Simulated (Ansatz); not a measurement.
# CdInH, from a guessed structure to a relaxed one, part 2 of 2

This structure for CdInH is made up. Its elements were placed in a known structure type with a cell scaled to their sizes. What cell does the guess relax to, and how far off was it?

Ansatz 0.2.0; DFT, r2SCAN, plane-wave PAW, files of the set soft_1, scalar-relativistic, no spin, cell and ions relaxed at zero pressure; PAW set soft_1 (the session's first sound run).

So far: The starting structure; Relaxation of the guess. The relaxed cell has a, b, c = 5.201, 3.126, 6.952 Å (conventional setting).

### 3. Bands of the relaxed cell

With the geometry fixed, one more self-consistent run, with a narrower smearing and the mesh shown in its input, gives the bands, and its pressure, and its forces where symmetry allows any, show how far the geometry depends on these settings.

This step: DFT, r2SCAN, plane-wave PAW, files of the set soft_1, scalar-relativistic, no spin, bands and density of states at the relaxed cell; PAW set soft_1 (Ansatz 0.2.0).

input.yaml

```yaml
crystal:
  lattice:
    - [5.2008198217, 0.0, 0.0]
    - [0.0, 3.1264650335, 0.0]
    - [0.0, 0.0, 6.9516578955]
  atoms:
    - { symbol: In, position: [0.25, 0.5, 0.622417565] }
    - { symbol: In, position: [0.75, 0.5, 0.377582435] }
    - { symbol: Cd, position: [0.25, 0.0, 0.2008077032] }
    - { symbol: Cd, position: [0.75, 0.0, 0.7991922968] }
    - { symbol: H, position: [0.0, 0.0, 0.0] }
    - { symbol: H, position: [0.5, 0.0, 0.0] }
kpoints:
  mp_grid: { grid: [6, 10, 6] }
  band_path:
    path:
      - [[0.0, 0.0, 0.0], [0.0, -0.5, 0.0], [-0.5, -0.5, 0.0], [-0.5, 0.0, 0.0], [0.0, 0.0, 0.0], [0.0, 0.0, -0.5], [0.0, -0.5, -0.5], [-0.5, -0.5, -0.5], [-0.5, 0.0, -0.5], [0.0, 0.0, -0.5]]
      - [[-0.5, 0.0, 0.0], [-0.5, 0.0, -0.5]]
      - [[0.0, -0.5, -0.5], [0.0, -0.5, 0.0]]
      - [[-0.5, -0.5, 0.0], [-0.5, -0.5, -0.5]]
    npoints: 6
scf:
  occupations: { method: fermi_dirac, width: 0.03 }
  n_extra_bands: 10
hamiltonian:
  xc: r2scan
  pseudopotentials: { kind: paw, azcp: { folder: soft_1 } }
output:
  forces: true
  stress: true
  write_bands: true
  dos: { projected: true }
  write_density: true
  write_potential: true
  elf: true
  volumetric_format: npy
```

Run with:

```sh
$ ansatz run input.yaml --threads 4 --pin off --max-ram 10240MiB --backend cpu --events-out ev --progress --plain --runs-dir out
```

Numbers of over 12 decimals in the logs are rounded to 6 here.

The log of the run:

```text
[...]
Crystal: 6 atoms, lattice volume = 113.035 Å³
Basis set: ecut = 500 eV, 2885 PW (Γ), exchange–correlation on 160×96×216 points (64 copies of the dense FFT grid, shifted against one another)
Bands: 44, of which v1, the nominal top of the filled ones, is band 34 counted from 1 (33 counted from 0)
Symmetry: 8 space group operations
[...]
k-points: 96 of 360
[...]
SCF iter  10: F=-27790.683608 eV  HF=-27790.683608 eV  |F-HF|=5.64e-9  |Δ(HF+E_count)|=   1.32e-7  Δρ=3.06e-6  dr2=1.98e-8  dr2_τ=1.99e-10  ethr=1.47e-10  ⟨swp⟩=14.0  Hψ=28948  notcnv=0
SCF 1 converged in 10 iterations: F = -27790.683608 eV  dr2 = 1.98e-8
[...]
NSCF: frozen V_eff on 76 k-points
SCF converged after 10 iterations
Free energy (F): -27790.683608 eV
[...]
Internal energy: -27790.677354 eV  (E = F + TS)
E sigma→0 (E₀):  -27790.680481 eV
Entropy (-TS):   -0.006254 eV (-1.042 meV/atom)
Fermi energy:    9.989054 eV
[...]
--- Forces (eV/Å), atoms counted from 1 ---
  atom   1  In     0.00000000     0.00000000     0.03429692
  atom   2  In     0.00000000     0.00000000    -0.03429692
  atom   3  Cd     0.00000000     0.00000000    -0.07498161
  atom   4  Cd     0.00000000     0.00000000     0.07498161
  atom   5  H      0.00000000     0.00000000     0.00000000
  atom   6  H      0.00000000     0.00000000     0.00000000
  max |Σ_I F_I| component: 1.39e-17 eV/Å
--- Stress (GPa, compression-positive) ---
        0.921661       0.000000       0.000000
        0.000000      -0.613952       0.000000
        0.000000       0.000000       0.164452
  P = ⅓ Tr σ = 0.1574 GPa (1.574 kbar)
--- Band table (eV; the first three rows and the last of 96) ---
  k-point 0: bands = [... 30 lower, 4.4798, 6.1886, 7.3084, 9.9239, 10.9115, 11.1121, 11.8025, 13.4272, ... 6 higher]
  k-point 1: bands = [... 30 lower, 5.2593, 6.3173, 7.3754, 9.2037, 10.6048, 11.7370, 11.8413, 13.3538, ... 6 higher]
  k-point 2: bands = [... 30 lower, 6.2133, 6.6742, 7.7136, 8.3011, 9.8446, 10.9248, 12.9089, 14.3623, ... 6 higher]
  k-point 95: bands = [... 30 lower, 6.5689, 6.5689, 7.8267, 7.8267, 9.3491, 9.3491, 12.9774, 12.9774, ... 6 higher]
```

Wall time 17 s (4 threads of AMD EPYC 7B13 (Zen 3), shared host); peak memory 0.96 GiB.

This step gave:

| Property | Result |
| --- | --- |
| free energy | -27790.6836 eV |
| energy at zero smearing | -27790.6805 eV |
| smearing term TS | 0.006254 eV |
| Fermi energy | 9.989 eV |
| pressure | 0.1574 GPa |

From bands.tsv, the bands that come nearest the Fermi level along the path, at its corners, in eV from the Fermi level:

```
point  band 31  band 32  band 33  band 34  band 35  band 36  band 37  band 38
    Γ    -5.51    -3.80    -2.68    -0.07     0.92     1.12     1.81     3.44
    X    -2.93    -1.61    -1.54    -0.78     0.81     1.16     1.34     1.45
    S    -3.57    -3.57    -1.27    -1.27     0.20     0.20     1.21     1.21
    Y    -4.61    -4.61    -3.65    -3.65     4.17     4.17     5.08     5.08
    Γ    -5.51    -3.80    -2.68    -0.07     0.92     1.12     1.81     3.44
    Z    -3.43    -2.97    -2.22    -1.50    -1.09     0.53     3.61     5.77
    U    -3.82    -2.48    -1.48     0.45     1.19     1.28     2.39     2.84
    R    -3.42    -3.42    -2.16    -2.16    -0.64    -0.64     2.99     2.99
    T    -6.43    -6.43    -0.93    -0.93     1.40     1.40     5.64     5.64
    Z    -3.43    -2.97    -2.22    -1.50    -1.09     0.53     3.61     5.77
    Y    -4.61    -4.61    -3.65    -3.65     4.17     4.17     5.08     5.08
    T    -6.43    -6.43    -0.93    -0.93     1.40     1.40     5.64     5.64
    U    -3.82    -2.48    -1.48     0.45     1.19     1.28     2.39     2.84
    X    -2.93    -1.61    -1.54    -0.78     0.81     1.16     1.34     1.45
    S    -3.57    -3.57    -1.27    -1.27     0.20     0.20     1.21     1.21
    R    -3.42    -3.42    -2.16    -2.16    -0.64    -0.64     2.99     2.99
```

Counts of states for the cell as run, both spins, by energy window (eV from the Fermi level):

```csv
from,to,total
-8,-7,0.88
-7,-6,1.08
-6,-5,1.44
-5,-4,1.69
-4,-3,1.43
-3,-2,1.66
-2,-1,1.65
-1,0,1.52
0,1,1.58
1,2,1.83
2,3,2.21
3,4,2.33
4,5,1.95
```

A further 56.7 states lie below the table's range.

Force by atom:

| atom | x (eV/Å) | y (eV/Å) | z (eV/Å) | size |
| --- | --- | --- | --- | --- |
| In1 | 0.0000 | 0.0000 | 0.0343 | 0.0343 |
| In2 | 0.0000 | 0.0000 | -0.0343 | 0.0343 |
| Cd3 | 0.0000 | 0.0000 | -0.0750 | 0.0750 |
| Cd4 | 0.0000 | 0.0000 | 0.0750 | 0.0750 |
| H5 | 0.0000 | 0.0000 | 0.0000 | 0.0000 |
| H6 | 0.0000 | 0.0000 | 0.0000 | 0.0000 |

Electrostatic potential energy in the ac plane at fractional y = 0.000, with atoms of Cd and H within 0.2 Å of it. With pseudopotentials it is smooth inside the atoms' cores, unlike the true potential.

Values in eV, 18 rows by 14 columns, each cell a mean:
```
-11   7  12  13  13  11  -2 -10   4   6   4   5   7  -3
 10  12  13  14  14  13  11   9   2  -8 -13 -12  -4   7
 11  13  13  13  13  13  12   8  -6 -17 -22 -21 -13   2
 10  12  13  13  13  13  12   6  -9 -20 -23 -22 -16  -1
 10  12  12  11  12  12  11   8  -4 -16 -20 -19 -12   3
 11  12  11  10  10  11  12  10   5  -4  -9  -8   0   9
 12  11  10  10  10  11  12  12  11   8   6   7   9  11
 12  12  11  10  10  11  12  12  12  12  11  11  12  12
 13  12  11  11  11  12  12  13  12  12  11  12  12  12
 13  12  12  11  12  12  12  12  12  11  11  11  11  12
 12  12  10  10  10  11  12  12  11  10  10  10  11  12
 11   9   3  -1   0   6  10  12  11  11  10  10  11  12
  9   0 -11 -16 -14  -6   6  11  12  11  11  11  12  12
  7  -8 -19 -22 -21 -14   0  10  12  12  12  12  12  12
  7  -9 -19 -22 -22 -15   0  10  13  13  13  13  13  12
  9  -2 -14 -18 -17  -9   4  11  13  13  14  14  13  12
  3   5  -1  -5  -4   3   5   4  11  13  13  13  12   7
-21   2  10   9  10   8 -11 -20   1  11  12  12  10 -11
```
Columns run along a (5.2 Å; values clipped at the 3rd and 97th percentile), rows up along c (7.0 Å). Atoms in or near the plane, at fractional coordinates: Cd at (0.25, 0.20), Cd at (0.75, 0.80), H at (0.00, 0.00), H at (0.50, 0.00).

ELF in the ac plane at fractional y = 0.000, with atoms of Cd and H within 0.2 Å of it. It is the smooth field of the valence electrons, not physical close to the nuclei.

Ten even steps from '0' (0.40 × 1e-1) to '9' (9.98 × 1e-1), each cell a mean:
```
99512899621149
77200575223223
22000121247631
11000111259831
11222211235531
12333321122221
12333321111111
12333211111111
01222100112210
01111100123221
11111111233332
11121111233332
12343211233322
12586311111111
12587311100001
32344224410025
84122269840179
98312699951279
```
Columns run along a (5.2 Å), rows up along c (7.0 Å). Atoms in or near the plane, at fractional coordinates: Cd at (0.25, 0.20), Cd at (0.75, 0.80), H at (0.00, 0.00), H at (0.50, 0.00).

Valence density in the ac plane at fractional y = 0.000, with atoms of Cd and H within 0.2 Å of it. It is the smooth field of the valence electrons, not physical close to the nuclei.

Ten steps, logarithmic in the rise over the least value, from '_' (0 e/Å³) to '@' (22 e/Å³), each cell a mean:
```
--::______..::--::..::..::::
..__________....::==++++--::
______________..==##@@%%++::
______________..==%%@@@@**::
______________..--**%%##++::
________________..--====::..
______..__________......____
____________________________
____________________________
____________________________
____________________..______
__..::::::..________..______
__::++****==..______________
..==##@@%%**::______________
..==%%@@@@**::______________
..--**####==::..____________
::::::----::::::..________::
==::........--==::..____..--
```
Columns run along a (5.2 Å), rows up along c (7.0 Å). Atoms in or near the plane, at fractional coordinates: Cd at (0.25, 0.20), Cd at (0.75, 0.80), H at (0.00, 0.00), H at (0.50, 0.00).

### 4. Results

```yaml
space_group_relaxed: Pmma
conventional_cell: a = 5.201, b = 3.126, c = 6.952 Å; α = 90.0°, β = 90.0°, γ = 90.0°
volume_per_atom: 18.84 Å³ (guess 15.44)
```

What this shows: CdInH relaxes to Pmma with a = 5.201, b = 3.126 and c = 6.952 Å. The guessed volume was 18 % too small. The space group Pmma was held in the relaxation, so the end point is a stationary structure within it and may be a saddle against distortions or other arrangements. Bands cross the Fermi level, so it is a metal or semimetal at this level. On the 6×10×6 mesh with the narrower smearing (relaxed on 5×8×5) the largest force component is 0.075 eV/Å and the largest stress component is 0.922 GPa, against the relaxation's thresholds of 0.015 eV/Å and 0.05 GPa. The cutoff wasn't tested. A vector of the cell changed its length by 30 %, so the starting arrangement is largely lost and the mesh was laid for another shape. No dispersion term is used, so weakly bound directions may come out too long. Nothing here tests whether the compound is stable against decomposition.

[Logs are printed without paths, hosts, clocks, repeated set-up lines and the standing remarks that a program may print on its own settings, such as how far it seeks lower states.]

[Hosts, paths, dates, database ids (printed as entryN), source tags and the programs' standing remarks are cut or masked in the printed files.]
